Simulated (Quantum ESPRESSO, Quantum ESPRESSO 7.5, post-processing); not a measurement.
# Work-function anisotropy of Al

Wanted: work functions of Al face by face, under two functionals.

Main program and level: Quantum ESPRESSO 7.5; plane-wave DFT, PBE, PseudoDojo norm-conserving pseudopotentials (geometry by pw.x at PBE, GBRV ultrasoft).

Experimental background.

“Properties of real metallic surfaces: Effects of density functional semilocality and van der Waals nonlocality” (2017, arxiv:1702.08515) quotes from earlier work for Al (clean single-crystal faces): work function of (111) (clean (111) face) 4.32 eV; work function of (100) (clean (100) face) 4.32 eV; work function of (110) (clean (110) face) 4.23 eV.

## Step 1: Starting point

The cell holds 5 atoms: 5 Al. Its edges and angles: a = 2.864 Å, b = 2.864 Å, c = 25.353 Å, α = 90.0°, β = 90.0°, γ = 60.0°. It derives from Al. Vacuum lies along c.

Structure file:

```cif
data_structure
_symmetry_space_group_name_H-M 'P 1'
_symmetry_Int_Tables_number 1
_cell_length_a 2.8638
_cell_length_b 2.8638
_cell_length_c 25.3531
_cell_angle_alpha 90.000
_cell_angle_beta 90.000
_cell_angle_gamma 60.000
_cell_volume 180.07
loop_
_atom_site_label
_atom_site_type_symbol
_atom_site_fract_x
_atom_site_fract_y
_atom_site_fract_z
_atom_site_occupancy
Al1 Al 0.66667 0.66667 0.31554 1
Al2 Al 0.00000 0.00000 0.40777 1
Al3 Al 0.33333 0.33333 0.50000 1
Al4 Al 0.66667 0.66667 0.59223 1
Al5 Al 0.00000 0.00000 0.68446 1
```

## Step 2: Relaxation with pw.x of (111), PBE

BFGS moves the free atoms until their forces fall under forc_conv_thr; those flagged 0 0 0 are held.

Contents of 111.relax.in:

```
&control
  prefix = '111.relax'
  outdir = './out'
  pseudo_dir = './pseudo'
  nstep = 40
  forc_conv_thr = 0.001
  calculation = 'relax'
/
&system
  ibrav = 0
  nat = 5
  ntyp = 1
  ecutwfc = 40
  ecutrho = 200
  occupations = 'smearing'
  smearing = 'mv'
  degauss = 0.02
/
&electrons
  conv_thr = 1e-07
  mixing_beta = 0.4
  electron_maxstep = 120
  mixing_mode = 'local-TF'
/
&ions
/
ATOMIC_SPECIES
  Al  26.9815  al_pbe_v1.uspp.F.UPF
CELL_PARAMETERS angstrom
  2.86378246380552 0.00000000000000 0.00000000000000
  1.43189123190276 2.48010836456797 0.00000000000000
  0.00000000000000 0.00000000000000 25.35307436087194
ATOMIC_POSITIONS crystal
  Al  0.666666666700 0.666666666700 0.315543586002
  Al  0.000000000000 0.000000000000 0.407771793001
  Al  0.333333333300 0.333333333300 0.500000000000 0 0 0
  Al  0.666666666700 0.666666666700 0.592228206999
  Al  0.000000000000 0.000000000000 0.684456413998
K_POINTS automatic
  12 12 1 0 0 0
```

Command:

```
> OMP_NUM_THREADS=1 mpirun -n 4 pw.x -nk 4 -in 111.relax.in > 111.relax.out
```

Then come: self-consistent run of (111), PBE; electrostatic potential of (111); SCF with pw.x of (111), LDA; relaxation with pw.x of (100), PBE; SCF with pw.x of (100), PBE; potential by pp.x of (100); SCF with pw.x of (100), LDA; electrostatic potential of (100); relaxation with pw.x of (110), PBE; SCF with pw.x of (110), PBE; potential by pp.x of (110); self-consistent run of (110), LDA; electrostatic potential of (110); the series side by side; worked from the printed numbers. Settings of the main run: cutoff 32 Ry, smearing, Marzari-Vanderbilt smearing, smearing width 0.02 Ry, SCF threshold 1.00e-7 Ry, dojo-sr-pbe-0.4.1-standard potentials, 12×12×1 k-mesh, mpi ranks 4, pools 4, omp threads 1, face 111.

Before running: what should come out for the work function of (111), PBE; work function of (100), PBE; and work function of (110), PBE?

Under PBE the work functions are 4.22 eV on (100), 4.10 eV on (111) and 4.03 eV on (110). In order of packing, from 7.10 to 11.60 Å² an atom, the faces are (111), (100) and (110). The work function doesn't follow that order throughout, so smoothing alone doesn't explain it; the states near the Fermi level, surface states and relaxation differ from face to face. LDA lies +0.14 to +0.16 eV from PBE on the same atoms, nearly a rigid shift.

| Property | Result |
| --- | --- |
| work function of (111), PBE | 4.10 eV |
| work function of (111), LDA | 4.27 eV |
| work function of (100), PBE | 4.22 eV |
| work function of (100), LDA | 4.37 eV |
| work function of (110), PBE | 4.03 eV |
| work function of (110), LDA | 4.19 eV |

The top two spacings change by +0.8 and -0.4 % on (111), +1.5 and +3.5 % on (100) and -10.9 and +5.4 % on (110). Electron diffraction gives +1.7 ± 0.3 % on (111) and −8.4 % on (110), as quoted in arxiv:0801.1077 (2008). The slabs are thin and unreconstructed, at the tabulated lattice constant; thickness and mesh leave some 0.05 to 0.1 eV open.

Computed beside measured:

| quantity | measured | PBE | LDA |
| --- | --- | --- | --- |
| work function of (111) (eV) | 4.32 | 4.10 (-0.22 eV) | 4.27 (-0.05 eV) |
| work function of (100) (eV) | 4.32 | 4.22 (-0.10 eV) | 4.37 (+0.05 eV) |
| work function of (110) (eV) | 4.23 | 4.03 (-0.20 eV) | 4.19 (-0.04 eV) |

Measured values from arxiv:1702.08515 (2017).

How well it matches: The grades are ours: good and fair within 3 and 7 % for the work function of (111), 3 and 7 % for the work function of (100) and 3 and 7 % for the work function of (110). Other measurements of the same face can differ from the value quoted by 0.1 to 0.2 eV.

[Logs are printed without paths, hosts, clocks, repeated set-up lines and the standing remarks that a program may print on its own settings, such as how far it seeks lower states.]

[Hosts, paths, dates, database ids (printed as entryN), source tags and the programs' standing remarks are cut or masked in the printed files.]

[Maps of the electrostatic potential energy from Ansatz leave out the sawtooth potential of an applied field or a dipole correction, so their vacuum need not be flat; planar profiles and work functions include it.]
